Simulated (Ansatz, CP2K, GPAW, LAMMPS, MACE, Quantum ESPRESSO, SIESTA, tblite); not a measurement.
**Amorphous 29Ga2O3-71GeO2 (mol %) (86 atoms), the geometry as built**

86 atoms (14 Fe, 17 Ge, 55 O) placed at random at 3.54 g/cm³, melted at 5000 K for 10 ps at fixed volume with the Morse and Coulomb pair potential with partial charges (Pedone, Malavasi, Menziani, Cormack and Segre, J. Phys. Chem. B 110, 11780 (2006)). Quenched from 5000 K to 300 K at 100 K/ps and fixed volume, held 5 ps, then minimised at fixed cell. Then Fe was replaced by Ga and the cell scaled by 1.006 (the potential has no terms for the new elements, so the cell is a start for a DFT relaxation).

This is the geometry as built. Method: Kohn-Sham DFT, PBE, SSSP efficiency 1.3.0 pseudopotentials, plane waves; sssp-1.3.0-efficiency; 60/480 Ry; levels smeared at 580 K (Quantum ESPRESSO 7.5); Γ point; density 3.71 g/cm³.

Extended XYZ; positions in Å, forces in eV/Å:

```xyz
86
Lattice="11.142 0.000 0.000 0.000 11.142 0.000 0.000 0.000 11.142" Properties=species:S:1:pos:R:3:forces:R:3 pbc="T T T"
Ga 9.002 3.279 6.398 -0.679 -0.139 -0.196
Ga 8.914 10.572 9.692 -0.074 -0.849 -0.114
Ga 9.956 6.596 2.277 0.369 -0.130 -1.091
Ga 10.732 2.377 8.827 1.278 1.073 0.407
Ga 5.110 2.273 2.528 -0.140 -0.278 -0.134
Ga 0.761 10.753 9.601 1.370 -0.385 -0.981
Ga 10.235 1.299 0.956 0.715 0.142 1.875
Ga 10.487 10.251 3.635 -0.106 1.224 -0.150
Ga 5.336 0.852 8.841 -0.707 0.715 -1.403
Ga 9.968 7.043 5.569 -0.538 -0.057 0.646
Ga 10.715 9.822 6.616 -0.040 0.169 -0.176
Ga 2.737 10.875 6.965 -0.621 -0.418 -1.105
Ga 8.103 1.572 3.791 -0.220 0.599 0.551
Ga 8.194 5.017 4.542 -0.374 -0.921 0.705
Ge 3.805 9.317 9.695 -0.041 -0.398 -0.069
Ge 7.725 0.048 7.022 -0.672 -0.168 -0.563
Ge 0.662 5.080 10.702 -0.757 -0.245 -0.753
Ge 10.476 7.445 9.012 -0.920 -1.219 0.650
Ge 5.146 10.156 1.559 0.013 0.138 0.803
Ge 2.695 2.869 9.582 -0.237 0.132 -0.897
Ge 1.568 5.964 4.045 1.392 -0.721 0.239
Ge 8.138 4.866 9.362 0.517 1.196 -0.416
Ge 8.301 9.777 1.899 -0.721 -0.170 -0.662
Ge 5.792 2.674 5.750 0.287 0.644 0.860
Ge 3.633 8.746 4.220 1.171 0.370 0.861
Ge 0.654 1.736 5.579 1.092 -0.802 -0.716
Ge 8.005 3.902 1.551 -0.587 -0.793 -0.759
Ge 1.633 3.025 2.555 0.025 -0.638 0.614
Ge 5.411 6.606 8.242 0.306 0.043 -0.997
Ge 3.195 4.535 6.630 1.419 -0.270 0.591
Ge 6.758 8.195 5.603 -1.314 0.323 0.880
O 8.558 5.243 2.588 0.560 1.645 1.018
O 11.008 0.228 5.178 -1.177 -2.086 -0.362
O 5.738 1.489 7.027 -0.120 -1.378 1.480
O 2.172 1.344 6.257 1.876 -0.325 0.864
O 4.294 3.514 5.720 -1.238 0.170 -0.958
O 2.177 4.164 10.653 1.377 0.635 1.287
O 7.973 7.123 4.923 1.411 -0.765 -0.731
O 8.728 2.302 1.736 0.784 -1.475 0.069
O 1.516 1.570 9.392 -1.863 -0.965 -0.307
O 2.007 5.235 5.577 -0.712 -0.074 0.802
O 1.003 10.386 7.705 -0.055 -0.140 0.307
O 9.488 5.206 6.026 -0.405 0.449 -1.114
O 4.044 10.538 8.400 0.717 1.317 -1.198
O 6.430 3.612 2.178 -1.516 -0.037 0.297
O 8.533 10.588 0.406 0.430 1.289 -2.231
O 10.337 8.892 4.953 0.320 0.289 0.601
O 1.791 4.749 2.856 0.379 0.848 -1.081
O 8.576 10.893 3.260 0.064 0.889 1.438
O 8.574 3.499 8.329 0.689 -1.100 -0.573
O 2.176 9.621 10.084 -1.963 -0.075 0.802
O 4.735 9.889 11.035 0.645 0.156 -0.331
O 3.993 9.614 2.743 -1.150 -0.153 -0.231
O 10.250 0.859 10.019 0.193 -0.503 0.318
O 6.133 1.864 4.241 -0.014 -1.081 -2.061
O 0.640 6.508 9.639 1.738 0.512 -0.323
O 2.990 9.711 5.497 -0.607 0.591 0.795
O 6.427 7.499 7.155 0.506 0.098 0.710
O 2.535 7.405 3.946 -0.032 0.221 -0.671
O 4.517 7.832 9.137 -0.340 -0.234 0.693
O 4.246 5.758 7.292 -0.251 0.594 -0.117
O 11.008 6.401 3.942 -1.552 0.703 -0.075
O 5.238 8.242 4.777 0.114 -0.582 -0.615
O 6.975 3.964 5.749 1.413 1.458 0.493
O 10.884 3.912 9.809 -1.523 -1.022 -0.768
O 4.221 2.075 9.691 1.785 -0.591 0.560
O 9.352 8.432 2.194 1.289 -1.785 0.533
O 8.189 1.377 6.048 0.522 1.332 -1.299
O 0.519 2.550 1.320 -0.560 -0.095 -0.968
O 7.267 9.823 6.059 -0.207 -0.240 -0.947
O 8.997 3.158 4.333 0.159 -0.379 0.542
O 6.643 9.338 1.915 -0.383 -1.587 0.314
O 10.932 5.742 0.901 -0.660 0.612 1.556
O 0.920 2.505 4.078 -0.652 0.419 0.395
O 10.520 7.829 7.309 0.174 0.517 -2.332
O 5.556 0.657 1.721 0.183 1.815 0.039
O 6.516 5.488 8.994 -0.430 -0.566 0.723
O 10.915 10.986 1.980 0.121 -0.147 0.021
O 7.147 0.039 8.729 -0.722 0.242 1.593
O 9.125 6.334 9.220 -0.744 0.164 0.154
O 10.261 9.069 9.666 0.018 1.739 0.843
O 10.802 2.404 6.876 -1.611 1.249 1.363
O 3.249 2.442 2.432 1.739 -0.445 -0.234
O 2.646 3.703 8.039 -0.890 0.129 -0.470
O 9.312 10.668 7.627 0.986 -0.527 1.252
O 8.091 4.350 11.033 -0.019 0.109 -0.365
```

The quench rate of 100 K/ps is many orders above laboratory rates, so the cell is likely richer in defects and strain than a real sample. The network of bonds at the start is that of the classical potential that made the cell, and needn't be the one that DFT or experiment would give. Only the Γ point is sampled, in a cell whose shortest periodic width is 11 Å.

The r.m.s. force component is 0.860 eV/Å; the longest force, 2.61 eV/Å, acts on O46.

[Logs are printed without paths, hosts, clocks, repeated set-up lines and the standing remarks that a program may print on its own settings, such as how far it seeks lower states.]

[Hosts, paths, dates, database ids (printed as entryN), source tags and the programs' standing remarks are cut or masked in the printed files.]
